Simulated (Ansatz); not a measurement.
# (MgO)2(TiC)2 [001] superlattice, started as rocksalt type: from the cell to its phonons, part 2 of 2

How does (MgO)2(TiC)2 [001] superlattice, started as rocksalt type vibrate, and is this structure a minimum?

Ansatz 0.2.0; DFT LDA, scalar-relativistic, plane waves, PAW.

So far: Starting point; Coarse relaxation; Bringing the structure to rest. The relaxed cell has a = 2.972, c = 8.622 Å (conventional setting).

The structure was built from a prototype and need not be the compound's stable phase.

## Step 4: Tight relaxation

Phonons need a cell at rest on their own settings, so the relaxation is repeated with tight tolerances on forces and stress, using the mesh and the filling of the phonon run that follows.

input.yaml

```yaml
crystal:
  lattice:
    - [2.1015767856, 2.1015767856, 0.0]
    - [-2.1015767856, 2.1015767856, 0.0]
    - [0.0, 0.0, 8.6220372568]
  atoms:
    - { symbol: C, position: [0.5, 0.5, 0.5025519855] }
    - { symbol: C, position: [0.0, 0.0, 0.7474480145] }
    - { symbol: Mg, position: [0.0, 0.0, 0.0047169386] }
    - { symbol: Mg, position: [0.5, 0.5, 0.2452830614] }
    - { symbol: O, position: [0.5, 0.5, 0.0051902906] }
    - { symbol: O, position: [0.0, 0.0, 0.2448097094] }
    - { symbol: Ti, position: [0.0, 0.0, 0.501217164] }
    - { symbol: Ti, position: [0.5, 0.5, 0.748782836] }
kpoints:
  mp_grid: { grid: [12, 12, 4] }
hamiltonian:
  xc: lda
scf:
  occupations: { method: methfessel_paxton, width: 0.2 }
output:
  forces: true
  stress: true
  eigenvalues: true
  write_density: true
  write_potential: true
  elf: true
  volumetric_format: npy
relax:
  adjacent_minimum: "off"
  f_tol: 0.001
  max_steps: 60
  cell: { stress_tol: 0.01 }
```

The run is started by

```console
ansatz run input.yaml --threads 8 --pin off --max-ram 14336MiB --backend cpu --events-out ev --progress --plain --runs-dir out
```

Numbers of over 12 decimals in the logs are rounded to 6 here.

What it wrote:

```text
[...]
Crystal: 8 atoms, lattice volume = 76.161 Å³
Basis set: ecut = 420 eV, 1449 PW (Γ)
Bands: 40, of which v1, the nominal top of the filled ones, is band 32 counted from 1 (31 counted from 0)
Symmetry: 16 space group operations
[...]
k-points: 84 of 576
[...]
- [2.101303, 2.101303, 0.0]
    - [-2.101303, 2.101303, 0.0]
    - [0.0, 0.0, 8.624342]
  atoms:
    - { symbol: C, position: [0.5, 0.5, 0.502485] }
    - { symbol: C, position: [0, 0, 0.747515] }
    - { symbol: Mg, position: [0, 0, 0.00469789] }
    - { symbol: Mg, position: [0.5, 0.5, 0.245302] }
    - { symbol: O, position: [0.5, 0.5, 0.00517386] }
    - { symbol: O, position: [0, 0, 0.244826] }
    - { symbol: Ti, position: [0, 0, 0.501231] }
    - { symbol: Ti, position: [0.5, 0.5, 0.748769] }
[key lines of the parts left out:]
SCF converged after 6 iterations
Free energy (F): -10309.325399 eV
Fermi energy:    12.899238 eV
P = ⅓ Tr σ = -0.0003 GPa (-0.003 kbar)
```

The job ended after 12 s (8 threads of Arm Neoverse V2, shared host; peak memory 0.63 GiB; 85 s of CPU time).

Little changed from the start: no atom moved by 0.005 Å and no cell edge by 0.1 %.

This step gave:

* pressure: -2.96e-4 GPa

ELF in the ac plane at fractional y = 0.000, with atoms of C and Mg and O and Ti within 0.2 Å of it. It is the smooth field of the valence electrons, not physical close to the nuclei.

Values, 24 rows by 15 columns, each cell a mean:
```
0.35 0.38 0.39 0.22 0.04 0.03 0.06 0.08 0.08 0.06 0.03 0.04 0.22 0.39 0.38
0.22 0.20 0.12 0.06 0.05 0.06 0.07 0.07 0.07 0.07 0.06 0.05 0.06 0.12 0.20
0.35 0.36 0.37 0.36 0.30 0.21 0.15 0.11 0.11 0.15 0.21 0.30 0.36 0.37 0.36
0.79 0.79 0.78 0.74 0.65 0.49 0.31 0.22 0.22 0.31 0.49 0.65 0.74 0.78 0.79
0.59 0.66 0.76 0.81 0.77 0.64 0.44 0.30 0.30 0.44 0.64 0.77 0.81 0.76 0.66
0.06 0.19 0.56 0.78 0.79 0.68 0.47 0.30 0.30 0.47 0.68 0.79 0.78 0.56 0.19
0.24 0.38 0.65 0.78 0.78 0.65 0.43 0.27 0.27 0.43 0.65 0.78 0.78 0.65 0.38
0.73 0.75 0.77 0.76 0.68 0.52 0.32 0.22 0.22 0.32 0.52 0.68 0.76 0.77 0.75
0.47 0.46 0.44 0.41 0.35 0.27 0.20 0.17 0.17 0.20 0.27 0.35 0.41 0.44 0.46
0.42 0.38 0.27 0.15 0.09 0.10 0.14 0.18 0.18 0.14 0.10 0.09 0.15 0.27 0.38
0.51 0.56 0.58 0.42 0.17 0.08 0.13 0.22 0.22 0.13 0.08 0.17 0.42 0.58 0.56
0.03 0.15 0.52 0.62 0.34 0.12 0.15 0.25 0.25 0.15 0.12 0.34 0.62 0.52 0.15
0.30 0.42 0.59 0.55 0.27 0.11 0.16 0.27 0.27 0.16 0.11 0.27 0.55 0.59 0.42
0.62 0.58 0.44 0.23 0.09 0.08 0.15 0.24 0.24 0.15 0.08 0.09 0.23 0.44 0.58
0.22 0.20 0.15 0.10 0.07 0.08 0.11 0.14 0.14 0.11 0.08 0.07 0.10 0.15 0.20
0.61 0.59 0.54 0.44 0.30 0.17 0.10 0.08 0.08 0.10 0.17 0.30 0.44 0.54 0.59
0.76 0.78 0.81 0.77 0.64 0.41 0.17 0.08 0.08 0.17 0.41 0.64 0.77 0.81 0.78
0.33 0.50 0.75 0.82 0.78 0.59 0.26 0.10 0.10 0.26 0.59 0.78 0.82 0.75 0.50
0.48 0.60 0.78 0.82 0.77 0.58 0.26 0.10 0.10 0.26 0.58 0.77 0.82 0.78 0.60
0.80 0.80 0.80 0.74 0.61 0.39 0.17 0.08 0.08 0.17 0.39 0.61 0.74 0.80 0.80
0.50 0.49 0.46 0.39 0.27 0.15 0.08 0.06 0.06 0.08 0.15 0.27 0.39 0.46 0.49
0.16 0.15 0.10 0.06 0.05 0.05 0.06 0.06 0.06 0.06 0.05 0.05 0.06 0.10 0.15
0.37 0.38 0.34 0.17 0.04 0.03 0.07 0.08 0.08 0.07 0.03 0.04 0.17 0.34 0.38
0.20 0.27 0.41 0.34 0.08 0.03 0.07 0.08 0.08 0.07 0.03 0.08 0.34 0.41 0.27
```
Columns run along a (3.0 Å), rows up along c (8.6 Å). Atoms in or near the plane, at fractional coordinates: C at (0.00, 0.75), Mg at (0.00, 0.00), O at (0.00, 0.24), Ti at (0.00, 0.50).

Valence density in the ac plane at fractional y = 0.000, with atoms of C and Mg and O and Ti within 0.2 Å of it. It is the smooth field of the valence electrons, not physical close to the nuclei.

Ten steps, logarithmic in the rise over the least value, from '0' (0 e/Å³) to '9' (29 e/Å³), each cell a mean:
```
875200000000257
331000000000013
111000000000011
222110000001122
333221100112233
443321111112334
443321100112334
332211000011223
221110000001112
332110000001123
665321000012356
776531100113567
776421000012467
543210000001234
211000000000011
222100000000122
554210000001245
665421000012456
665321000012356
443210000001234
211100000000111
221000000000012
775200000000257
997410000001479
```
Columns run along a (3.0 Å), rows up along c (8.6 Å). Atoms in or near the plane, at fractional coordinates: C at (0.00, 0.75), Mg at (0.00, 0.00), O at (0.00, 0.24), Ti at (0.00, 0.50).

Electrostatic potential energy in the ac plane at fractional y = 0.000, with atoms of C and Mg and O and Ti within 0.2 Å of it. With pseudopotentials it is smooth inside the atoms' cores, unlike the true potential.

Values in eV, 24 rows by 15 columns, each cell a mean:
```
-49 -46 -33 -10   3   9  12  13  13  12   9   3 -10 -33 -46
-12  -9  -2   5   9  12  13  14  14  13  12   9   5  -2  -9
  8   9  10  12  13  14  14  15  15  14  14  13  12  10   9
  6   7  10  13  14  15  15  15  15  15  15  14  13  10   7
-28 -23  -8   6  12  14  14  14  14  14  14  12   6  -8 -23
-52 -52 -36  -7   9  12  14  13  13  14  12   9  -7 -36 -52
-48 -45 -27  -2  10  13  14  14  14  14  13  10  -2 -27 -45
-10  -6   3  10  13  14  15  15  15  15  14  13  10   3  -6
  6   7   9  11  13  14  15  15  15  15  14  13  11   9   7
-10  -9  -4   2   8  12  14  15  15  14  12   8   2  -4  -9
-24 -23 -20 -14  -2   8  12  14  14  12   8  -2 -14 -20 -23
-28 -27 -25 -20 -10   4  11  13  13  11   4 -10 -20 -25 -27
-26 -26 -23 -18  -7   6  11  13  13  11   6  -7 -18 -23 -26
-17 -16 -12  -5   4  10  13  14  14  13  10   4  -5 -12 -16
  2   3   6   9  11  13  14  15  15  14  13  11   9   6   3
  7   9  11  13  14  14  15  15  15  15  14  14  13  11   9
-20 -16  -6   8  14  14  14  14  14  14  14  14   8  -6 -16
-46 -38 -26  -8  12  14  14  13  13  14  14  12  -8 -26 -38
-40 -33 -23  -4  13  14  14  13  13  14  14  13  -4 -23 -33
-10  -7   2  11  14  14  14  14  14  14  14  14  11   2  -7
  9   9  11  12  13  14  14  14  14  14  14  13  12  11   9
 -5  -3   2   7  10  12  13  14  14  13  12  10   7   2  -3
-43 -41 -25  -6   5   9  12  13  13  12   9   5  -6 -25 -41
-52 -52 -50 -20   0   8  11  12  12  11   8   0 -20 -50 -52
```
Columns run along a (3.0 Å; values clipped at the 3rd and 97th percentile), rows up along c (8.6 Å). Atoms in or near the plane, at fractional coordinates: C at (0.00, 0.75), Mg at (0.00, 0.00), O at (0.00, 0.24), Ti at (0.00, 0.50).

The largest force component left is 0.29 meV/Å and the pressure is 0.000 GPa, within the tolerances set. The cell now holds 9.52 Å³/atom.

## Step 5: Modes at Γ

The zone centre is the only wavevector solved here; it holds the modes that light can see, as far as symmetry allows. No field response is asked, since the mesh shows no gap.

input.yaml

```yaml
crystal:
  lattice:
    - [2.1013034141, 2.1013034141, 0.0]
    - [-2.1013034141, 2.1013034141, 0.0]
    - [0.0, 0.0, 8.6243419626]
  atoms:
    - { symbol: C, position: [0.5, 0.5, 0.502485237] }
    - { symbol: C, position: [0.0, 0.0, 0.747514763] }
    - { symbol: Mg, position: [0.0, 0.0, 0.0046978852] }
    - { symbol: Mg, position: [0.5, 0.5, 0.2453021148] }
    - { symbol: O, position: [0.5, 0.5, 0.0051738577] }
    - { symbol: O, position: [0.0, 0.0, 0.2448261423] }
    - { symbol: Ti, position: [0.0, 0.0, 0.5012306057] }
    - { symbol: Ti, position: [0.5, 0.5, 0.7487693943] }
kpoints:
  mp_grid: { grid: [12, 12, 4] }
hamiltonian:
  xc: lda
scf:
  occupations: { method: methfessel_paxton, width: 0.2 }
output:
  eigenvalues: true
phonons:
  method: dfpt
```

What it wrote:

```text
zone centre: on kpoints.mp_grid the ground state, and the responses unless they are solved on pairs of k-points, stand on 129 of the mesh's 576 k-points, reduced under 4 symmetry operations, with k and −k counted as one. Each operation leaves every solved displacement unchanged or reverses it
[...]
Crystal: 8 atoms, lattice volume = 76.161 Å³
Basis set: ecut = 420 eV, 1449 PW (Γ), exchange–correlation on 40×40×120 points (8 copies of the dense FFT grid, shifted against one another)
Bands: 40, of which v1, the nominal top of the filled ones, is band 32 counted from 1 (31 counted from 0)
Symmetry: 16 space group operations
k-points: 129 of 576 (irreducible under 4 space group operations, time reversal used)
[...]
SCF iter   1: F=—  HF=-10309.368719 eV  |F-HF|=—  |Δ(HF+E_count)|=         —  Δρ=1.44e-2  dr2=1.41e-1  ethr=1.77e-3  ⟨swp⟩=5.6  Hψ=19380  notcnv=0
[...]
SCF iter  12: F=-10309.325402 eV  HF=-10309.325402 eV  |F-HF|=0.00e0  |Δ(HF+E_count)|=  7.28e-12  S|Δr|=    0.00e0  Δρ=7.53e-8  dr2=3.04e-12  ethr=1.00e-12  ⟨swp⟩=9.9  Hψ=23325  notcnv=0
SCF 1 converged in 12 iterations: F = -10309.325402 eV  dr2 = 3.04e-12
[...]
DFPT response loops at Γ: preconditioner auto → Kerker (q_TF=auto, 2.650 Å⁻¹) (partly filled bands, converged f_vac=0.000); β = 1.00, the filter's whole step (`scf.mixing.beta` (0.50) is not read by the response loops under this deck's `scf.mixing.preconditioner`; to damp them name `kerker` or `kerker_dos`, under which they read `scf.mixing.beta`, and type it under 1.00, their step now; both keys bind the ground state too); Broyden in place of MSR1
SCF converged after 12 iterations
[...]
Free energy (F): -10309.325402 eV
[...]
Internal energy: -10309.325995 eV  (E = F + TS)
E sigma→0 (E₀):  -10309.325551 eV
Entropy (-TS):   0.000593 eV (0.074 meV/atom)
Fermi energy:    12.899238 eV
[...]
--- Band table (eV; the first three rows and the last of 129) ---
  k-point 0: bands = [... 28 lower, 12.2813, 12.6230, 12.8620, 12.8620, 13.9684, 13.9684, 14.8055, 14.9475, ... 4 higher]
  k-point 1: bands = [... 28 lower, 11.7908, 12.6210, 12.8627, 12.8627, 13.9478, 13.9478, 14.9475, 14.9962, ... 4 higher]
  k-point 2: bands = [... 28 lower, 11.4377, 12.6190, 12.8635, 12.8635, 13.9282, 13.9282, 14.9475, 15.0244, ... 4 higher]
  k-point 128: bands = [... 28 lower, 11.4462, 11.4462, 11.5175, 11.5175, 12.9634, 12.9634, 15.5150, 15.5150, ... 4 higher]
--- Phonons (Γ-DFPT): 8 representative perturbations + reference, on 129 of 576 k-points (Σ response iterations 28) ---
  k mesh reduced under 4 symmetry operations, with k and −k counted as one. Each operation leaves every solved displacement unchanged or reverses it
  ASR residual: 5.934e-5 → 0.000e0 eV/Å²; symmetrization residual: 4.297e-6 eV/Å²
  ASR residual per site (eV/Å²): 9.85e-6 9.85e-6 1.49e-5 1.49e-5 5.93e-5 5.93e-5 6.07e-6 6.07e-6
  Γ frequencies (cm⁻¹): 0.00 0.00 0.00 184.21 184.21 218.60 218.60 234.15 271.77 271.77 325.86 391.87 392.56 392.56 408.95 422.25 422.25 528.03 528.03 541.20 541.20 559.05 640.53 663.23
  non-analytic LO–TO correction: not included (Born effective charges unavailable; polar crystals: no LO–TO splitting at Γ)
```

Run time: 42 s. Hardware: 8 threads; peak memory 1.6 GiB; 5 min of CPU time.

In the SCF lines HF is the Harris–Foulkes energy and dr2 the Hartree energy of the density residual, in eV; the loop may stop once dr2 is under the threshold and the program's other checks hold. Hψ counts applications of the Hamiltonian.

Numbers from this step:

```yaml
sum_rule_residual_before_enforcement: 5.93e-5 eV/Å²
point_group: 4/mmm
highest_optical_mode_at_the_zone_centre_no_lo_to_term: 663.2 cm⁻¹
lowest_optical_zone_centre_mode: 184.2 cm⁻¹
```

Patterns of degenerate modes are one choice out of their space. The modes at Γ (shares of kinetic energy by element, %):

```
mode  frequency (cm⁻¹)  symmetry  C %  Mg %  O %  Ti %
   1               0.0  acoustic   12    24   16    48
   2               0.0  acoustic   12    24   16    48
   3               0.0  acoustic   12    24   16    48
   4             184.2        Eu    4    44   16    36
   5             184.2        Eu    4    44   16    36
   6             218.6        Eg    5    33   12    49
   7             218.6        Eg    5    33   12    49
   8             234.2       A2u    0    13   46    41
   9             271.8        Eg    2    48    7    43
  10             271.8        Eg    2    48    7    43
  11             325.9       A1g    5     8    5    82
  12             391.9       A1g    2    78    7    14
  13             392.6        Eu    1    32   66     1
  14             392.6        Eu    1    32   66     1
  15             408.9       A2u    9    62   28     1
  16             422.2        Eg    1    19   79     1
  17             422.2        Eg    1    19   79     1
  18             528.0        Eu   83     0    2    15
  19             528.0        Eu   83     0    2    15
  20             541.2        Eg   92     0    1     7
  21             541.2        Eg   92     0    1     7
  22             559.0       A1g   11     6   82     1
  23             640.5       A1g   82     9    6     4
  24             663.2       A2u   79     1   10    10
```

Displacements in mode 4 (184.2 cm⁻¹), the largest set to 1:
```
C1  -0.45  0.00  0.00
C2  -0.45  0.00  0.00
Mg3  1.00  0.01  0.00
Mg4  1.00  0.01  0.00
O5   0.74  0.00  0.00
O6   0.74  0.00  0.00
Ti7 -0.64  0.00  0.00
Ti8 -0.64  0.00  0.00
```

Displacements in mode 12 (391.9 cm⁻¹), the largest set to 1:
```
C1   0.00  0.00 -0.23
C2   0.00  0.00  0.23
Mg3  0.00  0.00  1.00
Mg4  0.00  0.00 -1.00
O5   0.00  0.00  0.36
O6   0.00  0.00 -0.36
Ti7  0.00  0.00  0.30
Ti8  0.00  0.00 -0.30
```

Before it was imposed, the acoustic sum rule was missed by 5.9e-5 eV/Å². Small misses are needed for a sound result but don't prove that mesh and cutoff are converged. The lowest optical mode is real, 184 cm⁻¹.

## Step 6: Isotope substitution, element C, natural mass 12.011 amu

An isotope changes the mass and not the force constants, so no new electronic calculation is needed; the shifts show which modes move this element.

The same force constants with the mass of C changed from 12.011 to 13.003 u (phonopy, no LO-TO term). Both lists are sorted by frequency; levels can cross, so a row need not hold one and the same mode. Modes under 3 cm⁻¹ are left out. Isotope shifts, by row:

```
    q  rank  natural mass (cm⁻¹)  changed mass (cm⁻¹)
0 0 0     4                184.2                183.9
0 0 0     5                184.2                183.9
0 0 0     6                218.6                218.1
0 0 0     7                218.6                218.1
0 0 0     8                234.2                234.1
0 0 0     9                271.8                271.5
0 0 0    10                271.8                271.5
0 0 0    11                325.9                325.2
0 0 0    12                391.9                391.5
0 0 0    13                392.6                392.4
0 0 0    14                392.6                392.4
0 0 0    15                408.9                407.4
0 0 0    16                422.2                422.1
0 0 0    17                422.2                422.1
0 0 0    18                  528                511.1
0 0 0    19                  528                511.1
0 0 0    20                541.2                521.9
0 0 0    21                541.2                521.9
0 0 0    22                  559                555.9
0 0 0    23                640.5                620.9
0 0 0    24                663.2                  643
```

A mode of this element alone would shift by -3.89 %. The highest zone-centre frequency without the field goes from 663.2 to 643.0 cm⁻¹ (-3.0 %). The product of the frequency ratios over all optical modes at Γ is 0.800; the product rule, (m/m′)^(3k/2) (M′/M)^(3/2) with k = 2 such atoms and M the mass of the cell, gives 0.800.

## Step 7: Another isotope, element Mg, natural mass 24.305 amu

The same for Mg, from 24.30 to 25.98 u.

A mode of this element alone would shift by -3.28 %. The highest zone-centre frequency without the field goes from 663.2 to 663.1 cm⁻¹ (-0.0 %). The product of the frequency ratios over all optical modes at Γ is 0.839; the product rule, (m/m′)^(3k/2) (M′/M)^(3/2) with k = 2 such atoms and M the mass of the cell, gives 0.839.

## Step 8: Another isotope, element O, natural mass 15.999 amu

The same for O, from 16.00 to 18.00 u.

A mode of this element alone would shift by -5.72 %. The highest zone-centre frequency without the field goes from 663.2 to 659.6 cm⁻¹ (-0.6 %). The product of the frequency ratios over all optical modes at Γ is 0.723; the product rule, (m/m′)^(3k/2) (M′/M)^(3/2) with k = 2 such atoms and M the mass of the cell, gives 0.723.

## Step 9: Another isotope, element Ti, natural mass 47.867 amu

The same for Ti, from 47.87 to 49.94 u.

The same force constants with the mass of Ti changed from 47.867 to 49.945 u (phonopy, no LO-TO term). Both lists are sorted by frequency; levels can cross, so a row need not hold one and the same mode. Modes under 3 cm⁻¹ are left out. Isotope shifts, by row:

```
    q  rank  natural mass (cm⁻¹)  changed mass (cm⁻¹)
0 0 0     4                184.2                182.8
0 0 0     5                184.2                182.8
0 0 0     6                218.6                216.2
0 0 0     7                218.6                216.2
0 0 0     8                234.2                232.1
0 0 0     9                271.8                269.4
0 0 0    10                271.8                269.4
0 0 0    11                325.9                320.1
0 0 0    12                391.9                390.8
0 0 0    13                392.6                392.4
0 0 0    14                392.6                392.4
0 0 0    15                408.9                408.9
0 0 0    16                422.2                422.1
0 0 0    17                422.2                422.1
0 0 0    18                  528                526.4
0 0 0    19                  528                526.4
0 0 0    20                541.2                540.5
0 0 0    21                541.2                540.5
0 0 0    22                  559                  559
0 0 0    23                640.5                  640
0 0 0    24                663.2                661.8
```

A mode of this element alone would shift by -2.10 %. The highest zone-centre frequency without the field goes from 663.2 to 661.8 cm⁻¹ (-0.2 %). The product of the frequency ratios over all optical modes at Γ is 0.908; the product rule, (m/m′)^(3k/2) (M′/M)^(3/2) with k = 2 such atoms and M the mass of the cell, gives 0.908.

## Step 10: Outcome

| Item | Value |
| --- | --- |
| space group after relaxation (within 0.01 Å) | P4/nmm |
| volume per atom | 9.52 Å³ |
| electronic character | no gap on this mesh |
| highest optical mode at the zone centre (no LO-TO term) | 663 cm⁻¹ |
| lowest optical zone-centre mode | 184 cm⁻¹ |
| imaginary modes at Γ (the only wavevector solved) | none |

The structure is stable against zone-centre distortions, since no mode there is imaginary; runs at other wavevectors are not part of this account. The optical modes at Γ span 184 to 663 cm⁻¹. The dispersion is not part of this account. The highest mode in this list at Γ, 663.2 cm⁻¹, is mostly motion of C (79 % of the kinetic energy). With no gap, or one that is small against the smearing, the frequencies hang on the k mesh and the smearing, most of all near Kohn anomalies. The starting cell was built on a prototype and not taken from a measurement, so the phase need not exist. These are harmonic frequencies at zero temperature: anharmonic shifts, linewidths and thermal expansion are left out.

[Logs are printed without paths, hosts, clocks, repeated set-up lines and the standing remarks that a program may print on its own settings, such as how far it seeks lower states.]

[Hosts, paths, dates, database ids (printed as entryN), source tags and the programs' standing remarks are cut or masked in the printed files.]
